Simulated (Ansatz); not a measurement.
# Optical response of ScCO (model structure), part 2 of 3

Wanted: where ScCO (model structure) starts to absorb, how strongly, and its refractive index. The structure is a model built here, which may or may not match a known phase. It was built so: All La replaced by Sc in the C2/m structure of LaCO.

Ansatz 0.2.0; DFT, PBE, plane-wave PAW, default files, scalar-relativistic, independent-particle optical response without local fields.

So far: The starting structure; Relaxation.

### 3. Ground state and bands

First the ground state: is it a metal or has it a gap?

This step: DFT, PBE, plane-wave PAW, default files, scalar-relativistic, ground state (Ansatz 0.2.0).

The input, input.yaml:

```yaml
crystal:
  lattice:
    - [3.1367468876, -1.7029767863, -0.051333814]
    - [3.1367468876, 1.7029767863, -0.051333814]
    - [-0.708029434, 0.0, 6.6447471084]
  atoms:
    - { symbol: Sc, position: [0.6882162269, 0.6882162269, 0.7031179749] }
    - { symbol: Sc, position: [0.3117837731, 0.3117837731, 0.2968820251] }
    - { symbol: O, position: [0.3558456527, 0.3558456527, 0.623627488] }
    - { symbol: O, position: [0.6441543473, 0.6441543473, 0.376372512] }
    - { symbol: C, position: [0.9435218189, 0.9435218189, 0.0712608588] }
    - { symbol: C, position: [0.0564781811, 0.0564781811, 0.9287391412] }
kpoints:
  mp_grid: { grid: [8, 8, 4] }
  band_path:
    path:
      - [[0.0, 0.0, 0.0], [-0.5, -0.5, 0.0], [-0.52154124, -0.52154124, 0.37544821], [-0.5, -0.5, 0.5], [-0.68379606, -0.31620394, 0.5]]
      - [[-0.31620394, 0.31620394, 0.5], [0.0, 0.0, 0.5], [-0.47845876, -0.47845876, 0.62455179]]
      - [[-0.5, -0.5, 0.0], [-0.67521446, -0.32478554, 0.0]]
      - [[-0.32478554, 0.32478554, 0.0], [0.0, 0.0, 0.0], [-0.5, 0.0, 0.0]]
      - [[-0.5, 0.0, 0.5], [0.0, 0.0, 0.0]]
    npoints: 7
scf:
  occupations: { method: fermi_dirac, width: 0.05 }
  n_extra_bands: 10
hamiltonian:
  xc: pbe
  pseudopotentials: { kind: paw }
output:
  forces: true
  stress: true
  populations: true
  write_bands: true
```

Launch:

```bash
$ ansatz run input.yaml --threads 2 --pin off --max-ram 5120MiB --backend cpu --events-out ev --progress --plain --runs-dir out
```

Numbers of over 12 decimals in the logs are rounded to 6 here.

Output:

```text
[...]
Crystal: 6 atoms, lattice volume = 70.866 Å³
Basis set: ecut = 420 eV, 1359 PW (Γ), exchange–correlation on 48×48×90 points (8 copies of the dense FFT grid, shifted against one another)
Bands: 31, of which v1, the nominal top of the filled ones, is band 21 counted from 1 (20 counted from 0)
Symmetry: 4 space group operations
[...]
k-points: 78 of 256
[...]
SCF iter   1: F=—  HF=-5914.341939 eV  |F-HF|=—  |Δ(HF+E_count)|=         —  Δρ=3.77e-3  dr2=7.96e-3  ethr=1.77e-3  ⟨swp⟩=5.0  Hψ=9337  notcnv=0
[...]
SCF iter   6: F=-5914.344741 eV  HF=-5914.344741 eV  |F-HF|=2.66e-9  |Δ(HF+E_count)|=   9.05e-8  Δρ=2.26e-6  dr2=3.23e-9  ethr=1.74e-10  ⟨swp⟩=6.5  Hψ=10015  notcnv=0
SCF 1 converged in 6 iterations: F = -5914.344741 eV  dr2 = 3.23e-9
[...]
NSCF: frozen V_eff on 75 k-points
SCF converged after 6 iterations
Free energy (F): -5914.344741 eV
[...]
Internal energy: -5914.344741 eV  (E = F + TS)
E sigma→0 (E₀):  -5914.344741 eV
Fermi energy:    9.416448 eV
[...]
--- Forces (eV/Å), atoms counted from 1 ---
  atom   1  Sc     0.00016119     0.00000000     0.00041513
  atom   2  Sc    -0.00016119     0.00000000    -0.00041513
  atom   3  O     -0.00106085     0.00000000    -0.00036817
  atom   4  O      0.00106085     0.00000000     0.00036817
  atom   5  C      0.00060965     0.00000000    -0.00211782
  atom   6  C     -0.00060965     0.00000000     0.00211782
  max |Σ_I F_I| component: 4.34e-19 eV/Å
--- Stress (GPa, compression-positive) ---
       -0.019221       0.000000      -0.001875
        0.000000       0.003285       0.000000
       -0.001874       0.000000      -0.030053
  P = ⅓ Tr σ = -0.0153 GPa (-0.153 kbar)
--- Band table (eV; the first three rows and the last of 78) ---
  k-point 0: bands = [... 17 lower, 6.6591, 7.2513, 7.9915, 8.0908, 11.0243, 11.9086, 11.9602, 12.6153, ... 6 higher]
  k-point 1: bands = [... 17 lower, 6.2514, 7.4825, 7.9697, 8.0860, 11.0138, 11.8496, 11.9695, 12.4435, ... 6 higher]
  k-point 2: bands = [... 17 lower, 5.6807, 7.6448, 7.9306, 8.0817, 11.0085, 11.7442, 11.9846, 12.3530, ... 6 higher]
  k-point 77: bands = [... 17 lower, 6.5879, 7.0860, 7.2907, 7.6719, 11.9840, 12.0018, 12.3243, 12.8035, ... 6 higher]
--- Löwdin populations: 6 sites ---
  site symbol       q [e]
     0     Sc      9.8579
     1     Sc      9.8579
     2      O      6.6785
     3      O      6.6785
     4      C      4.3941
     5      C      4.3941
  spilling = 0.003308 (of n_electrons = 42.000000)
```

Elapsed: 6 s, on 2 threads of Arm Neoverse V2, shared host; peak memory 0.43 GiB.

Read-outs, printed or worked out from the files:

* free energy: -5914.3447 eV
* Fermi energy: 9.416 eV
* gap by band count: 2.643 eV
* electrons: 42
* symmetry operations: 4
* pressure: -0.01533 GPa
* gap on the k-mesh: 2.643 eV
* volume: 70.87 Å³
* gap on the path: 2.643 eV
* least direct gap on the path: 2.927 eV

There is a gap, 2.64 eV on the path, so no carriers' term is needed. The cell is left with a pressure of 0.0 GPa after its relaxation.

The electronic bands at the labelled points (eV, zero at the Fermi level; v1 is the highest filled band, c1 the lowest empty one):

```csv
point,v4,v3,v2,v1,c1,c2,c3,c4
Γ,-2.76,-2.17,-1.43,-1.33,1.61,2.49,2.54,3.20
0.43 of the way,-3.65,-2.17,-1.76,-1.54,2.61,2.66,2.87,3.07
Y,-3.13,-2.78,-2.39,-2.04,2.52,2.55,3.06,3.24
0.43 of the way,-2.79,-2.70,-2.38,-1.94,2.54,2.56,3.03,3.26
F,-2.82,-2.35,-2.24,-1.76,2.56,2.58,2.93,3.35
0.43 of the way,-2.83,-2.34,-2.16,-1.75,2.57,2.58,2.92,3.37
L,-2.83,-2.33,-2.13,-1.75,2.57,2.58,2.91,3.39
0.43 of the way,-2.87,-2.53,-2.38,-1.92,2.04,2.50,2.88,3.09
I,-3.17,-3.05,-2.60,-2.16,1.91,2.17,2.39,3.45
jump to I1,-3.17,-3.05,-2.60,-2.16,1.91,2.17,2.39,3.45
0.57 of the way,-3.12,-2.20,-1.88,-1.63,1.89,1.92,3.12,3.12
Z,-3.74,-1.77,-1.49,-1.33,1.59,2.33,2.57,2.94
0.57 of the way,-3.18,-2.33,-2.01,-1.79,2.51,2.79,2.89,3.14
F1,-2.82,-2.35,-2.24,-1.76,2.56,2.58,2.93,3.35
jump to Y,-3.13,-2.78,-2.39,-2.04,2.52,2.55,3.06,3.24
0.43 of the way,-3.33,-2.65,-2.64,-2.09,2.19,2.46,3.00,3.40
X1,-3.01,-2.75,-2.57,-2.51,1.96,2.45,2.91,3.51
jump to X,-3.01,-2.75,-2.57,-2.51,1.96,2.45,2.91,3.51
0.57 of the way,-3.17,-2.60,-2.27,-1.84,2.14,2.40,2.97,3.10
Γ,-2.76,-2.17,-1.43,-1.33,1.61,2.49,2.54,3.20
0.57 of the way,-3.22,-2.83,-2.08,-1.85,1.94,2.60,2.95,3.20
N,-2.89,-2.69,-2.42,-2.20,1.37,2.85,3.10,3.50
jump to M,-2.90,-2.78,-2.25,-2.14,1.32,2.60,2.89,3.40
0.43 of the way,-3.26,-2.40,-2.19,-1.73,1.94,2.41,3.11,3.21
Γ,-2.76,-2.17,-1.43,-1.33,1.61,2.49,2.54,3.20
```

### 4. Spectrum

The spectrum is a sum over vertical transitions between filled and empty bands at the fixed density, so many empty bands are needed.

This step: DFT, PBE, plane-wave PAW, default files, scalar-relativistic, independent-particle optical response without local fields (Ansatz 0.2.0).

input.yaml, the sections that differ from step 3:

```yaml
kpoints:
  mp_grid: { grid: [8, 8, 4] }
scf:
  occupations: { method: fixed }
output:
  optics:
    e_range: [0, 40]
    de: 0.05
    sigma: 0.1
    nscf_kmesh: { grid: [8, 8, 4] }
    bands: auto
# crystal, hamiltonian: as in step 3
```

Output:

```text
[...]
Crystal: 6 atoms, lattice volume = 70.866 Å³
Basis set: ecut = 420 eV, 1359 PW (Γ)
Bands: 27, of which v1, the nominal top of the filled ones, is band 21 counted from 1 (20 counted from 0)
Symmetry: 4 space group operations
[...]
k-points: 78 of 256
[...]
SCF iter   1: F=—  HF=-5914.342046 eV  |F-HF|=—  |Δ(HF+E_count)|=         —  Δρ=3.78e-3  dr2=8.04e-3  ethr=1.77e-3  ⟨swp⟩=3.3  Hψ=7750  notcnv=0  defer=208
[...]
SCF iter  10: F=-5914.344588 eV  HF=-5914.344588 eV  |F-HF|=0.00e0  |Δ(HF+E_count)|=  9.09e-12  Δρ=2.69e-8  dr2=4.96e-13  ethr=1.00e-12  ⟨swp⟩=8.3  Hψ=6542  notcnv=0
SCF 1 converged in 10 iterations: F = -5914.344588 eV  dr2 = 4.96e-13
[...]
output.optics: what the bands over the 91 summed would add to eps1, eps2 and the energy-loss function is held between a lower and an upper bound (7 Lanczos steps). eps1, eps2 and their loss function (loss_summed_bands) are given on every row as the summed bands alone make them. Along an axis, on a row where the two bounds hold the loss function to about 1 % of the greater of itself and 0.5 % of |1/eps|, its cell (loss_completed) is given, with the completed eps1 and eps2 that it is formed of (a cell that is left empty reads nan in the table and null in the record). The two bounds hold it so along every axis on all 801 rows up to 40.000 eV. [rest of the remark cut]
SCF converged after 10 iterations
Free energy (F): -5914.344588 eV
[...]
Internal energy: -5914.344588 eV  (E = F + TS)
E sigma→0 (E₀):  -5914.344588 eV
Fermi energy:    8.090761 eV
[...]
--- Band table (eV; the first three rows and the last of 78) ---
  k-point 0: bands = [... 17 lower, 6.6590, 7.2512, 7.9915, 8.0908, 11.0243, 11.9087, 11.9603, 12.6153, ... 2 higher]
  k-point 1: bands = [... 17 lower, 6.2513, 7.4825, 7.9696, 8.0860, 11.0137, 11.8497, 11.9696, 12.4436, ... 2 higher]
  k-point 2: bands = [... 17 lower, 5.6807, 7.6448, 7.9306, 8.0817, 11.0084, 11.7443, 11.9846, 12.3530, ... 2 higher]
  k-point 77: bands = [... 17 lower, 6.5878, 7.0860, 7.2907, 7.6719, 11.9841, 12.0019, 12.3243, 12.8035, ... 2 higher]
```

Wall time 1.7 min (2 threads); peak memory 1.7 GiB; 3.4 min of CPU time.

Read-outs, printed or worked out from the files:

- electronic dielectric constant ε∞, mean over x, y and z (by symmetry where fewer were run): 6.050
- absorption onset, first axis (α over 10⁴ cm⁻¹, or the direct gap if that lies higher): 3.010 eV
- main peak of Im epsilon, first axis: 6.958 eV
- centre of weight of the strongest loss peak in the window: 35.57 eV
- photocurrent from vertical transitions in a film 500 nm thick on a perfect mirror (two passes), AM1.5G, no front reflection, all carriers collected: 1.859 mA/cm²
- least direct gap on the mesh: 2.927 eV
- bands summed: 91
- spectra valid up to: 46.95 eV
- program's estimate of the k-sum error in Im epsilon: 0.07 %
- electrons in the f-sum: 31.06

The Im ε has structure finer than the step of the table below, so its rows give means over 1 eV, whole bins alone (the curve runs from 0 to 40 eV). Peaks (eV: height): E ∥ x 3.8: 8.52, 7.0: 9.87, 31.2: 2.40; E ∥ y 7.0: 10.4, 11.7: 2.73, 30.9: 2.89; E ∥ z 5.0: 8.64, 7.1: 8.95, 31.2: 2.50.

Im ε against photon energy; means over each step:

```csv
photon energy (eV),E ∥ x,E ∥ y,E ∥ z
2,0,0,0
3,0.633,0.0958,0.450
4,7.21,2.53,7.00
5,6.51,5.58,8.14
6,7.28,6.39,7.09
7,8.79,8.70,7.93
8,5.38,6.31,5.82
9,4.08,3.23,3.72
10,2.45,1.73,1.31
11,1.39,1.64,0.965
12,0.861,2.17,0.734
13,1.31,1.59,1.22
14,1.53,1.56,1.31
15,1.08,1.19,1.28
16,1.00,1.13,1.19
17,1.30,0.846,1.32
18,1.08,0.911,0.973
19,0.987,0.997,1.08
20,1.02,1.12,1.21
21,0.891,0.896,1.03
22,0.760,0.889,0.823
23,0.563,0.555,0.587
24,0.546,0.453,0.526
25,0.503,0.502,0.434
26,0.531,0.562,0.433
27,0.487,0.468,0.423
28,0.397,0.425,0.395
29,0.368,0.417,0.458
30,0.987,1.09,1.27
31,2.09,2.09,2.11
32,2.04,2.13,2.22
33,1.66,1.95,1.66
34,0.725,0.432,0.664
35,0.312,0.335,0.346
36,0.180,0.202,0.199
37,0.198,0.216,0.189
38,0.212,0.239,0.210
39,0.264,0.248,0.241
```

Re ε against photon energy:

```csv
photon energy (eV),E ∥ x,E ∥ y,E ∥ z
0,6.41,5.39,6.36
1,6.59,5.49,6.54
2,7.27,5.88,7.20
3,9.79,6.89,9.45
4,7.94,9.56,9.32
5,4.96,6.04,5.32
6,3.95,5.24,3.26
7,1.52,2.40,1.18
8,-1.11,-1.02,-0.669
9,-1.15,-1.43,-2.85
10,-1.43,-0.702,-1.39
11,-0.654,1.35,-0.137
12,0.241,-0.299,0.714
13,0.859,0.301,0.908
14,0.100,0.116,0.697
15,0.601,0.401,0.837
16,0.595,0.304,0.674
17,0.658,0.559,0.605
18,0.584,0.798,0.720
19,0.712,0.907,0.798
20,0.484,0.592,0.626
21,0.469,0.625,0.485
22,0.499,0.467,0.447
23,0.526,0.458,0.512
24,0.768,0.795,0.693
25,0.779,0.853,0.762
26,0.890,0.912,0.912
27,0.901,0.986,0.988
28,1.05,1.14,1.21
29,1.35,1.41,1.53
30,2.05,2.43,2.15
31,1.30,0.263,1.59
32,0.724,1.10,0.231
33,0.0241,-0.572,-0.780
34,0.0892,-0.279,0.0979
35,-0.138,-0.00643,-0.150
36,0.171,0.181,0.119
37,0.334,0.342,0.302
38,0.456,0.443,0.423
39,0.422,0.412,0.409
40,0.472,0.457,0.433
```

Values under 1 per cm are given as 1. The absorption coefficient by photon energy:

```csv
photon energy (eV),E ∥ x (1/cm),E ∥ y (1/cm),E ∥ z (1/cm)
0.00,1,1,1
1.00,1,1,1
2.00,1,1,1
3.00,8317,10453,3683
4.00,4.6e5,1.7e5,4.3e5
5.00,6.7e5,5.2e5,7.9e5
6.00,9.5e5,7.3e5,8.8e5
7.00,1.5e6,1.4e6,1.4e6
8.00,1.5e6,1.6e6,1.5e6
9.00,1.5e6,1.4e6,1.8e6
10.00,1.5e6,1.2e6,1.3e6
11.00,1.2e6,5.0e5,8.9e5
12.00,7.3e5,1.4e6,4.8e5
13.00,8.4e5,1.1e6,8.8e5
14.00,1.2e6,1.2e6,8.8e5
15.00,9.1e5,9.7e5,8.7e5
16.00,8.5e5,1.1e6,9.0e5
17.00,1.2e6,8.3e5,1.2e6
18.00,1.1e6,8.8e5,8.7e5
19.00,9.2e5,8.7e5,9.7e5
20.00,1.1e6,1.2e6,1.3e6
21.00,1.1e6,9.9e5,1.1e6
22.00,1.0e6,1.2e6,1.1e6
23.00,7.6e5,8.0e5,8.4e5
24.00,7.7e5,5.9e5,7.3e5
25.00,7.0e5,6.6e5,5.8e5
26.00,7.2e5,8.3e5,5.6e5
27.00,6.5e5,6.2e5,5.6e5
28.00,5.2e5,5.1e5,4.9e5
29.00,4.2e5,5.2e5,4.8e5
30.00,9.1e5,7.7e5,1.2e6
31.00,2.3e6,3.1e6,2.3e6
32.00,2.6e6,2.6e6,3.4e6
33.00,3.4e6,4.2e6,3.9e6
34.00,2.0e6,2.2e6,1.8e6
35.00,1.7e6,1.4e6,1.8e6
36.00,6.9e5,7.5e5,8.4e5
37.00,6.4e5,6.6e5,6.5e5
38.00,5.5e5,6.5e5,5.9e5
39.00,7.6e5,7.4e5,7.5e5
40.00,8.2e5,6.8e5,6.7e5
```

The reflectivity at normal incidence has structure finer than the step of the table below, so its rows give means over 1 eV, whole bins alone (the curve runs from 0 to 40 eV). Peaks (eV: height): E ∥ x 3.8: 35.2, 7.8: 42.5, 9.6: 42.9, 14.0: 16.9, 17.2: 11.1, 33.5: 53.3, 34.6: 46.2; E ∥ y 8.4: 45.6, 12.0: 24.3, 30.9: 19.1, 33.6: 65.3; E ∥ z 7.3: 41.9, 9.8: 53.8, 17.3: 10.7, 33.5: 58.8, 34.7: 43.2.

Table of reflectivity at normal incidence by photon energy; means over each step:

```csv
photon energy (eV),E ∥ x (%),E ∥ y (%),E ∥ z (%)
1,19.3,16.2,19.2
2,21.2,17.4,21.0
3,27.1,20.2,26.7
4,32.6,26.8,33.1
5,28.4,27.2,32.5
6,30.5,28.3,30.4
7,38.0,36.4,37.2
8,39.2,40.1,37.7
9,36.4,38.1,48.3
10,40.3,29.2,48.5
11,33.7,11.3,25.0
12,15.8,20.1,7.87
13,7.76,13.8,6.64
14,15.1,15.6,8.70
15,8.75,10.5,7.60
16,6.71,11.2,7.62
17,9.14,6.29,9.41
18,8.13,5.00,6.02
19,6.43,5.25,6.18
20,8.15,7.97,8.43
21,7.37,6.23,8.54
22,6.24,7.51,8.24
23,4.59,5.20,5.04
24,2.70,1.94,2.99
25,2.07,1.72,1.85
26,1.83,1.97,1.24
27,1.58,1.31,1.06
28,0.941,1.07,1.02
29,1.38,1.55,2.09
30,5.20,6.67,6.81
31,12.1,13.3,11.8
32,15.9,14.0,17.9
33,28.5,36.1,35.4
34,31.4,44.8,31.7
35,39.2,28.7,37.5
36,17.2,16.3,20.1
37,7.31,7.06,8.59
38,4.19,4.74,5.07
39,4.31,4.65,4.72
```

The loss function −Im 1/ε at q → 0 has structure finer than the step of the table below, so its rows give means over 1 eV, whole bins alone (the curve runs from 0 to 40 eV). Peaks (eV: height): E ∥ x 11.8: 1.25, 33.8: 1.77, 35.6: 5.24; E ∥ y 22.9: 1.12, 35.6: 4.45; E ∥ z 11.6: 1.78, 22.4: 1.09, 33.9: 1.99, 35.7: 4.59.

Table of loss function −Im 1/ε at q → 0 by energy loss; means over each step:

```csv
energy loss (eV),E ∥ x,E ∥ y,E ∥ z
2,0,0,0
3,0.00409,0.00183,0.00270
4,0.0574,0.0254,0.0491
5,0.0929,0.0749,0.0860
6,0.100,0.0880,0.117
7,0.105,0.102,0.121
8,0.178,0.151,0.166
9,0.224,0.261,0.180
10,0.302,0.531,0.388
11,0.566,0.524,0.964
12,1.06,0.475,1.00
13,0.534,0.599,0.484
14,0.659,0.639,0.598
15,0.761,0.746,0.550
16,0.690,0.825,0.613
17,0.609,0.812,0.620
18,0.735,0.630,0.669
19,0.694,0.576,0.597
20,0.785,0.691,0.644
21,0.854,0.763,0.790
22,0.902,0.869,0.980
23,0.901,0.977,0.951
24,0.658,0.577,0.726
25,0.573,0.494,0.567
26,0.493,0.485,0.424
27,0.465,0.399,0.352
28,0.315,0.291,0.245
29,0.178,0.190,0.171
30,0.198,0.149,0.209
31,0.326,0.408,0.326
32,0.459,0.397,0.439
33,0.512,0.371,0.449
34,1.11,1.27,1.22
35,2.66,2.85,2.40
36,3.24,2.98,3.61
37,1.34,1.34,1.55
38,0.846,0.992,0.985
39,0.951,0.989,0.991
```

At chosen wavelengths:

```csv
wavelength (nm),n x,k x,R (%) x,1/α x,n y,k y,R (%) y,1/α y
1550,2.55,0.000,19.1,over 1 mm,2.34,0.000,16.0,over 1 mm
1064,2.58,0.000,19.5,over 1 mm,2.35,0.000,16.3,over 1 mm
633,2.69,0.000,20.9,over 1 mm,2.42,0.000,17.2,over 1 mm
532,2.78,0.000,22.1,over 1 mm,2.47,0.000,18.0,over 1 mm
450,2.94,0.000,24.3,over 1 mm,2.56,0.001,19.2,35 µm
365,3.62,0.265,32.4,109 nm,2.77,0.024,22.1,1.2 µm
193,2.43,1.455,30.0,11 nm,2.63,1.326,29.5,12 nm
```

Rows near the edge hang on the gap, which this functional as a rule makes too small, and phonon-assisted absorption is left out.

Through 1 µm of it, D65 light comes out faintly yellow-green (x = 0.321, y = 0.342; 66 % transmitted). A larger true gap would move the edge to shorter wavelengths and change the colour.

The f-sum over the summed bands holds 31.1 of the cell's 42 electrons outside the frozen cores, 22 of which lie in bands more than 12 eV below the Fermi level, whose transitions come at higher energies. Up to 40 eV the strength has a mean oscillator energy of 10.1 eV, well above the main peak, so higher transitions carry much of it.

(Part 2 of 3 ends here.)

[Logs are printed without paths, hosts, clocks, repeated set-up lines and the standing remarks that a program may print on its own settings, such as how far it seeks lower states.]

[Hosts, paths, dates, database ids (printed as entryN), source tags and the programs' standing remarks are cut or masked in the printed files.]
